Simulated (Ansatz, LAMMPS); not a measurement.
# Relaxing amorphous 89SiO2-11P2O5 (mol %) (96 atoms), part 3 of 4

Aim: bring amorphous 89SiO2-11P2O5 (mol %) (96 atoms) to a nearby minimum of the energy and see what moves.

Ansatz 0.2.0; Kohn-Sham DFT, PBE, PAW (set soft_2), plane waves.

The cell: 25 Si, 6 P and 65 O. The quench rate of 50 K/ps is orders of magnitude faster than experiment. The network of bonds at the start is that of the classical potential that made the cell. Only the Γ point is sampled in the main run, in a cell whose shortest periodic width is 11 Å.

So far. Step 4 (Cell and atoms relaxed): The relaxation changed the energy by -70.1 meV/atom, and atoms moved by 0.21 Å r.m.s., 0.44 Å at most.

### 6. Single point at the relaxed geometry

One more single point at the end of the walk gives the fuller output and checks the residual forces.

Input file input.yaml:

```yaml
crystal:
  lattice:
    - [11.08019, -0.11601, 0.04703]
    - [-0.11601, 10.69727, 0.08409]
    - [0.04703, 0.08409, 11.61079]
  atoms:
    - { symbol: Si, position: [0.70423, 0.3329, 0.01063] }
    - { symbol: Si, position: [0.47054, 0.16049, 0.97445] }
    - { symbol: Si, position: [0.61081, 0.74851, 0.685] }
    - { symbol: Si, position: [0.08039, 0.02518, 0.14217] }
    - { symbol: Si, position: [0.04167, 0.74438, 0.50833] }
    - { symbol: Si, position: [0.30544, 0.1844, 0.19333] }
    - { symbol: Si, position: [0.60943, 0.74382, 0.17731] }
    - { symbol: Si, position: [0.61384, 0.02557, 0.79675] }
    - { symbol: Si, position: [0.38946, 0.58527, 0.79461] }
    - { symbol: Si, position: [0.54276, 0.66158, 0.44057] }
    - { symbol: Si, position: [0.52273, 0.20777, 0.59448] }
    - { symbol: Si, position: [0.68802, 0.4216, 0.50101] }
    - { symbol: Si, position: [0.87962, 0.10641, 0.77089] }
    - { symbol: Si, position: [0.38126, 0.65002, 0.04215] }
    - { symbol: Si, position: [0.12216, 0.4626, 0.45595] }
    - { symbol: Si, position: [0.29876, 0.79351, 0.44581] }
    - { symbol: Si, position: [0.88383, 0.38875, 0.83086] }
    - { symbol: Si, position: [0.10955, 0.98302, 0.88263] }
    - { symbol: Si, position: [0.18589, 0.71892, 0.88946] }
    - { symbol: Si, position: [0.29784, 0.35734, 0.65315] }
    - { symbol: Si, position: [0.23119, 0.46164, 0.19781] }
    - { symbol: Si, position: [0.02801, 0.51037, 0.0184] }
    - { symbol: Si, position: [0.9063, 0.26783, 0.39973] }
    - { symbol: Si, position: [0.44101, 0.04703, 0.39037] }
    - { symbol: Si, position: [0.84548, 0.16451, 0.16678] }
    - { symbol: P, position: [0.23992, 0.2117, 0.86369] }
    - { symbol: P, position: [0.98462, 0.0403, 0.54779] }
    - { symbol: P, position: [0.67286, 0.9759, 0.27385] }
    - { symbol: P, position: [0.78827, 0.54118, 0.16075] }
    - { symbol: P, position: [0.83881, 0.60576, 0.65764] }
    - { symbol: P, position: [0.107, 0.77779, 0.26576] }
    - { symbol: O, position: [0.38227, 0.22599, 0.87673] }
    - { symbol: O, position: [0.06855, 0.5864, 0.51122] }
    - { symbol: O, position: [0.90408, 0.25874, 0.2594] }
    - { symbol: O, position: [0.98199, 0.04362, 0.84998] }
    - { symbol: O, position: [0.98799, 0.40411, 0.92469] }
    - { symbol: O, position: [0.38326, 0.46126, 0.71671] }
    - { symbol: O, position: [0.20911, 0.29495, 0.75534] }
    - { symbol: O, position: [0.609, 0.74129, 0.54463] }
    - { symbol: O, position: [0.49771, 0.72809, 0.09018] }
    - { symbol: O, position: [0.18563, 0.78784, 0.53561] }
    - { symbol: O, position: [0.61596, 0.88534, 0.74238] }
    - { symbol: O, position: [0.72138, 0.66423, 0.1265] }
    - { symbol: O, position: [0.08928, 0.92191, 0.24628] }
    - { symbol: O, position: [0.58726, 0.51496, 0.44509] }
    - { symbol: O, position: [0.25944, 0.65306, 0.78432] }
    - { symbol: O, position: [0.90067, 0.51521, 0.7433] }
    - { symbol: O, position: [0.39333, 0.12789, 0.09128] }
    - { symbol: O, position: [0.57468, 0.71171, 0.31045] }
    - { symbol: O, position: [0.74994, 0.06999, 0.83112] }
    - { symbol: O, position: [0.12397, 0.9693, 0.02098] }
    - { symbol: O, position: [0.11564, 0.44921, 0.11232] }
    - { symbol: O, position: [0.09148, 0.70194, 0.16222] }
    - { symbol: O, position: [0.78337, 0.52319, 0.56318] }
    - { symbol: O, position: [0.38442, 0.24901, 0.60804] }
    - { symbol: O, position: [0.69569, 0.43776, 0.11227] }
    - { symbol: O, position: [0.28623, 0.75059, 0.98901] }
    - { symbol: O, position: [0.9389, 0.05836, 0.13223] }
    - { symbol: O, position: [0.52598, 0.12644, 0.47731] }
    - { symbol: O, position: [0.39745, 0.68094, 0.46227] }
    - { symbol: O, position: [0.89641, 0.25964, 0.76056] }
    - { symbol: O, position: [0.5332, 0.99401, 0.29229] }
    - { symbol: O, position: [0.2218, 0.06992, 0.82658] }
    - { symbol: O, position: [0.24136, 0.7746, 0.31542] }
    - { symbol: O, position: [0.18918, 0.48532, 0.33039] }
    - { symbol: O, position: [0.81489, 0.52606, 0.28374] }
    - { symbol: O, position: [0.41831, 0.56031, 0.93235] }
    - { symbol: O, position: [0.32659, 0.56894, 0.14971] }
    - { symbol: O, position: [0.22076, 0.41003, 0.54812] }
    - { symbol: O, position: [0.56182, 0.12041, 0.70125] }
    - { symbol: O, position: [0.61266, 0.33131, 0.59163] }
    - { symbol: O, position: [0.31084, 0.33512, 0.19306] }
    - { symbol: O, position: [0.35075, 0.13508, 0.31922] }
    - { symbol: O, position: [0.12447, 0.84271, 0.83425] }
    - { symbol: O, position: [0.77435, 0.32403, 0.43626] }
    - { symbol: O, position: [0.01669, 0.74303, 0.36515] }
    - { symbol: O, position: [0.71666, 0.10477, 0.21736] }
    - { symbol: O, position: [0.49821, 0.67281, 0.74131] }
    [... 12 atom lines left out ...]
    - { symbol: O, position: [0.9243, 0.70902, 0.61127] }
    - { symbol: O, position: [0.80855, 0.23667, 0.04868] }
    - { symbol: O, position: [0.73649, 0.67271, 0.72486] }
    - { symbol: O, position: [0.92481, 0.1219, 0.44578] }
    - { symbol: O, position: [0.01543, 0.35629, 0.44259] }
    - { symbol: O, position: [0.6664, 0.88674, 0.16535] }
kpoints:
  mp_grid: { grid: [1, 1, 1] }
hamiltonian:
  xc: pbe
scf:
  occupations: { method: fermi_dirac, width: 0.025 }
output:
  forces: true
  stress: true
  populations: true
  dos:
    method: { smearing: { sigma: 0.08 } }
    de: 0.05
    projected: { site_lists: { O: [O], P: [P], Si: [Si] } }
  eigenvalues: true
  write_density: true
  write_potential: true
  volumetric_format: npy
```

Launch:

```sh
$ ansatz run input.yaml --threads 4 --pin off --max-ram 8192MiB --backend cpu --events-out ev --progress --plain --runs-dir out
```

Numbers of over 12 decimals in the logs are rounded to 6 here.

The log of the run:

```text
[...]
Crystal: 96 atoms, lattice volume = 1375.942 Å³
Basis set: ecut = 420 eV, 26903 PW (Γ), exchange–correlation on 150×144×160 points (8 copies of the dense FFT grid, shifted against one another)
Bands: 356, of which v1, the nominal top of the filled ones, is band 260 counted from 1 (259 counted from 0)
Symmetry: 1 space group operations
[...]
k-points: 1
[...]
SCF iter   1: F=—  HF=-57398.503506 eV  |F-HF|=—  |Δ(HF+E_count)|=         —  Δρ=2.16e-3  dr2=6.15e-2  ethr=1.77e-3  ⟨swp⟩=7.0  Hψ=1872  notcnv=0  defer=66
[...]
SCF iter   9: F=-57398.513361 eV  HF=-57398.513361 eV  |F-HF|=3.98e-8  |Δ(HF+E_count)|=   1.13e-7  Δρ=1.48e-6  dr2=3.35e-8  ethr=1.92e-11  ⟨swp⟩=27.0  Hψ=3556  notcnv=0
SCF 1 converged in 9 iterations: F = -57398.513361 eV  dr2 = 3.35e-8
[...]
WARN: The input density's exchange-correlation potential varies sharply where the density is thin. Do not read a vacuum level from v_tot or v_xc, or from such a field of the output density. On a cell that repeats whose density bears no net charge and no dipole along the vacuum's axis use v_es (v_loc + v_h of the components); [...]
SCF converged after 9 iterations
Free energy (F): -57398.513361 eV
[...]
Internal energy: -57398.513361 eV  (E = F + TS)
E sigma→0 (E₀):  -57398.513361 eV
Fermi energy:    4.561292 eV
[...]
--- Forces (eV/Å), atoms counted from 1 ---
  atom   1  Si     0.00075368     0.00148578    -0.02121826
  atom   2  Si    -0.00855768     0.00178334     0.00623475
  atom   3  Si    -0.00322929     0.00683063     0.00207138
  atom   4  Si     0.00498822     0.00444227    -0.00541275
  atom   5  Si    -0.00400360    -0.00133687     0.00229777
  atom   6  Si     0.00364322    -0.00002973    -0.01154263
  atom   7  Si     0.00583319    -0.00164620     0.00022756
  atom   8  Si    -0.00302221    -0.00051079     0.00406586
  atom   9  Si    -0.00203528     0.00119234     0.00144221
  atom  10  Si    -0.00726532    -0.00124484     0.00387758
  atom  11  Si     0.00160167     0.00247588     0.00189011
  atom  12  Si     0.00171123     0.01234912     0.00456094
  atom  13  Si     0.00813128     0.01212225     0.01108763
  atom  14  Si     0.00184560     0.00455630    -0.00349507
[...]
atom  95  O     -0.00440111    -0.00698165     0.00088720
  atom  96  O     -0.00042280    -0.00455210     0.00165716
  max |Σ_I F_I| component: 3.91e-5 eV/Å
--- Stress (GPa, compression-positive) ---
       -0.013979      -0.005465       0.007710
       -0.005466      -0.027212       0.013121
        0.007712       0.013119       0.045080
  P = ⅓ Tr σ = 0.0013 GPa (0.013 kbar)
--- Band table (eV) ---
[...]
--- Löwdin populations: 96 sites ---
  site symbol       q [e]
     0     Si      2.2094
     1     Si      2.2018
     2     Si      2.1890
[...]
95      O      6.7517
  spilling = 0.014900 (of n_electrons = 520.000000)
```

Run time: 12 s. Hardware: 4 threads of Intel Xeon Platinum 8488C (Sapphire Rapids), shared host; peak memory 1.7 GiB; 45 s of CPU time.

The program notes that the exchange-correlation potential is rough where the density is thin.

Read from the output:

| Item | Value |
| --- | --- |
| free energy | -57398.5134 eV |
| free energy per atom | -597.9012 eV/atom |
| SCF cycles | 9 |
| pressure | 0.001297 GPa |
| r.m.s. force component | 0.00616 eV/Å |
| longest force | 0.03333 eV/Å |
| Fermi energy | 4.561 eV |
| gap (highest filled to lowest empty level) | 4.311 eV |
| spilling of the projection | 0.0149 |

Löwdin charges by element and coordination (they lack the spilled electrons, 0.081 e an atom on average):

| element | coordination | atoms | mean charge (e) | spread | least | most |
| --- | --- | --- | --- | --- | --- | --- |
| O | all | 65 | -0.775 | 0.018 | -0.816 | -0.709 |
| O | 1 | 5 | -0.794 | 0.0134 | -0.816 | -0.776 |
| O | 2 | 60 | -0.773 | 0.0174 | -0.809 | -0.709 |
| P | all | 6 | 2.19 | 0.036 | 2.16 | 2.27 |
| Si | all | 25 | 1.80 | 0.0145 | 1.74 | 1.82 |
| Si | 4 | 24 | 1.80 | 0.0098 | 1.78 | 1.82 |
| Si | 5 | 1 | 1.74 | 0 | 1.74 | 1.74 |

Density of states as counts of states in windows of 1 eV (from the Fermi level), total and the larger projections:

| from (eV) | to (eV) | total | O p | Si p |
| --- | --- | --- | --- | --- |
| -10 | -9 | 27.9 | 20.6 | 3.8 |
| -9 | -8 | 39.2 | 30.3 | 7.2 |
| -8 | -7 | 17.3 | 13.3 | 1.2 |
| -7 | -6 | 46.1 | 38.8 | 3.0 |
| -6 | -5 | 72.6 | 66.1 | 2.7 |
| -5 | -4 | 80.4 | 75.6 | 1.6 |
| -4 | -3 | 37.0 | 35.6 | 0.4 |
| -3 | -2 | 19.5 | 18.4 | 0.1 |
| -2 | 2 | 0.0 | 0.0 | 0.0 |
| 2 | 3 | 2.0 | 0.1 | 0.1 |
| 3 | 4 | 9.4 | 0.9 | 2.0 |
| 4 | 5 | 20.1 | 2.0 | 6.2 |

Between -25 and -10 eV lie 180 more states.

The levels nearest the highest filled one (over half full), pooled over k-points and spins:

| level less the highest filled one (eV) | occupation |
| --- | --- |
| -0.636 | 2 |
| -0.609 | 2 |
| -0.577 | 2 |
| -0.469 | 2 |
| -0.206 | 2 |
| 0 | 2 |
| 4.31 | 0 |
| 5.59 | 0 |
| 5.75 | 0 |
| 5.93 | 0 |
| 6.04 | 0 |
| 6.14 | 0 |

Electrostatic potential energy in the bc plane at fractional x = 0.107, with atoms of Si and P and O within 0.2 Å of it. With pseudopotentials it is smooth inside the atoms' cores, unlike the true potential.

Values in eV, 13 rows by 16 columns, each cell a mean:
```
-14   3   8   6   6  10   8   3   1 -19 -28  -1   3   6   0 -25
-39  -3   6   7   8  10   9   8   8   1  -8  -6  -5 -21 -18 -44
 -5   5   7   7   8   9   9   9   9   8   6   4   0 -22  -8  -8
  8   9  10  10   9   9   9   9   9   9   9   8   9   9   9   8
  7  -9   2  10  10   9   9   9   9   9   9   8   8   9   9  10
  1 -31 -10  10  10   8   6   3   5  -1   4  -1  -3   5   9   9
  8   8  10  10   9   6 -15 -37 -21 -22  -3 -10 -12   2   8   9
  9   9   9   9   9   5 -13 -34 -15   5   7   3   2   5   8   9
  9   9   9   9   9   8   6   4   6   8   7  -3 -18  -6   5   8
  4   6   8   9   9   8   7   7   8   9   6 -22 -46 -32 -32 -22
-31 -15  -4   8   9   9   3  -4   6   9  -7 -35 -17  -2  -7 -18
-35 -16   5   9  10   9 -14 -39  -4   7   3  -9   6   9   5 -15
-16   5   8   9  10  10   5  -6  -6   2   7   9   9   9  -1 -37
```
Columns run along b (10.7 Å; values clipped at the 3rd and 97th percentile), rows up along c (11.6 Å). Atoms in or near the plane, at fractional coordinates: Si at (0.46, 0.46), Si at (0.98, 0.88), P at (0.78, 0.27), O at (0.92, 0.25), O at (0.97, 0.02), O at (0.45, 0.11), O at (0.70, 0.16), O at (0.84, 0.83), O at (0.10, 0.59).

Valence density in the bc plane at fractional x = 0.107, with atoms of Si and P and O within 0.2 Å of it. It is the smooth field of the valence electrons, not physical close to the nuclei.

Ten steps, logarithmic in the rise over the least value, from '0' (0.0 e/Å³) to '9' (6.5 e/Å³), each cell a mean:
```
642113555311112346886421112577
432113444211111247997532333344
233212222111110125675434676531
333211111100000012333236898642
232110111110000000011125798532
111100012210000000000012454311
001000011110000000000000111000
123321000000000000000000000000
357763100000000000000011100001
479984200001111123321223321001
368874100012222356653345432111
234432000123333578864455532111
111110001234322467653344321110
000000001234432344322233211000
000000000123334332112333211000
000000000011234431012344432221
210000000001233321012444445664
422222100000122211123542368997
434554210001222111246775457997
335665310013465321369986434565
234554210025899632358985211233
543322100025899742235543111355
753111111113566532222111013589
853112343211233334443210013699
```
Columns run along b (10.7 Å), rows up along c (11.6 Å). Atoms in or near the plane, at fractional coordinates: Si at (0.46, 0.46), Si at (0.98, 0.88), P at (0.78, 0.27), O at (0.92, 0.25), O at (0.97, 0.02), O at (0.45, 0.11), O at (0.70, 0.16), O at (0.84, 0.83), O at (0.10, 0.59).

Mean Löwdin charges: O -0.77, P +2.19, Si +1.80 e (they miss 1.5 % of the electrons, so they add up to more than the cell's charge).

The surroundings of Si5, which has 5 bonded neighbours where the commonest count for Si is 4, nearest first, numbered as they follow in the input and with coordinates relative to it.

| atom | x | y | z | distance (Å) | bonds | Löwdin charge (e) |
| --- | --- | --- | --- | --- | --- | --- |
| Si5 | 0.00 | 0.00 | 0.00 | 0.00 | 5 | 1.74 |
| O41 | 1.59 | 0.45 | 0.33 | 1.69 | 2 | -0.77 |
| O76 | -0.28 | -0.02 | -1.66 | 1.69 | 2 | -0.74 |
| O33 | 0.32 | -1.69 | 0.02 | 1.72 | 2 | -0.81 |
| O91 | -1.29 | -0.36 | 1.19 | 1.79 | 2 | -0.71 |
| O84 | -0.64 | 1.69 | 0.06 | 1.81 | 2 | -0.75 |
| P31 | 0.71 | 0.33 | -2.81 | 2.92 | 4 | 2.19 |
| Si16 | 2.84 | 0.49 | -0.71 | 2.97 | 4 | 1.78 |
| O64 | 2.20 | 0.28 | -2.23 | 3.14 | 2 | -0.77 |
| P30 | -2.22 | -1.45 | 1.71 | 3.16 | 4 | 2.27 |
| Si15 | 0.92 | -3.03 | -0.63 | 3.23 | 4 | 1.79 |
| P27 | -0.66 | 3.18 | 0.48 | 3.28 | 4 | 2.16 |
| O44 | 0.49 | 1.87 | -3.03 | 3.59 | 2 | -0.76 |

The column of bonds counts only the pairs O-Si within 2.12 Å, O-P within 2.02 Å; other neighbours, such as metal atoms beside each other in a compound, aren't counted, and periodic images can show an atom twice.

### 7. K-mesh 2×2×2

Large cells are often run on few k-points; this run checks whether the reference had enough.

input.yaml, as its differences from that of step 6:

```diff
@@ -8,3 +8,3 @@
 kpoints:
-  mp_grid: { grid: [1, 1, 1] }
+  mp_grid: { grid: [2, 2, 2] }
 hamiltonian:
@@ -22,4 +22 @@
   eigenvalues: true
-  write_density: true
-  write_potential: true
-  volumetric_format: npy
```

The log of the run:

```text
[...]
Crystal: 96 atoms, lattice volume = 1375.942 Å³
Basis set: ecut = 420 eV, 26903 PW (Γ), exchange–correlation on 150×144×160 points (8 copies of the dense FFT grid, shifted against one another)
Bands: 356, of which v1, the nominal top of the filled ones, is band 260 counted from 1 (259 counted from 0)
Symmetry: 1 space group operations
[...]
k-points: 8
[...]
SCF iter   1: F=—  HF=-57398.526874 eV  |F-HF|=—  |Δ(HF+E_count)|=         —  Δρ=2.16e-3  dr2=6.19e-2  ethr=1.77e-3  ⟨swp⟩=7.0  Hψ=14989  notcnv=0  defer=536
[...]
SCF iter   8: F=—  HF=-57398.536013 eV  |F-HF|=—  |Δ(HF+E_count)|=   6.02e-7  Δρ=3.69e-6  dr2=2.06e-7  ethr=3.12e-10  ⟨swp⟩=2.5  Hψ=3886  notcnv=0  defer=726
SCF iter   9: F=-57398.536012 eV  HF=-57398.536012 eV  |F-HF|=3.84e-8  |Δ(HF+E_count)|=   1.17e-7  Δρ=1.43e-6  dr2=3.21e-8  ethr=1.92e-11  ⟨swp⟩=18.2  Hψ=18122  notcnv=0
SCF 1 converged in 9 iterations: F = -57398.536012 eV  dr2 = 3.21e-8
[...]
SCF converged after 9 iterations
Free energy (F): -57398.536012 eV
[...]
Internal energy: -57398.536012 eV  (E = F + TS)
E sigma→0 (E₀):  -57398.536012 eV
Fermi energy:    4.585775 eV
[...]
Σ components = -57398.536012   (vs F -57398.536012, Δ=0.00e0)
--- Forces (eV/Å), atoms counted from 1 ---
  atom   1  Si     0.00024389     0.00005657    -0.02169131
  atom   2  Si    -0.00760694     0.00183238     0.00597651
  atom   3  Si    -0.00352595     0.00622991     0.00319181
  atom   4  Si     0.00399670     0.00402281    -0.00481393
[...]
atom  96  O      0.00343689    -0.00336283     0.00032104
  max |Σ_I F_I| component: 3.90e-5 eV/Å
--- Stress (GPa, compression-positive) ---
       -0.012182      -0.005056       0.008717
       -0.005057      -0.025445       0.014174
        0.008719       0.014173       0.048271
  P = ⅓ Tr σ = 0.0035 GPa (0.035 kbar)
--- Band table (eV; the first three rows and the last of 8) ---
[...]
--- Löwdin populations: 96 sites ---
  site symbol       q [e]
     0     Si      2.2094
     1     Si      2.2018
     2     Si      2.1886
[...]
95      O      6.7518
  spilling = 0.014901 (of n_electrons = 520.000000)
```

Run time: 1.7 min. Hardware: 4 threads; peak memory 6.3 GiB.

The program notes that it cut back its work space to fit the memory limit.

Geometry and reference: those of the single point at the relaxed geometry.

Forces differ from those of the single point at the relaxed geometry by 1.5 meV/Å r.m.s.; the energy by -0.24 meV/atom. It took 1.7 min and 9 cycles; the reference's time can't be set against it, since the two runs asked for unlike analyses.

(Continued in part 4 of 4.)

[Logs are printed without paths, hosts, clocks, repeated set-up lines and the standing remarks that a program may print on its own settings, such as how far it seeks lower states.]

[Hosts, paths, dates, database ids (printed as entryN), source tags and the programs' standing remarks are cut or masked in the printed files.]
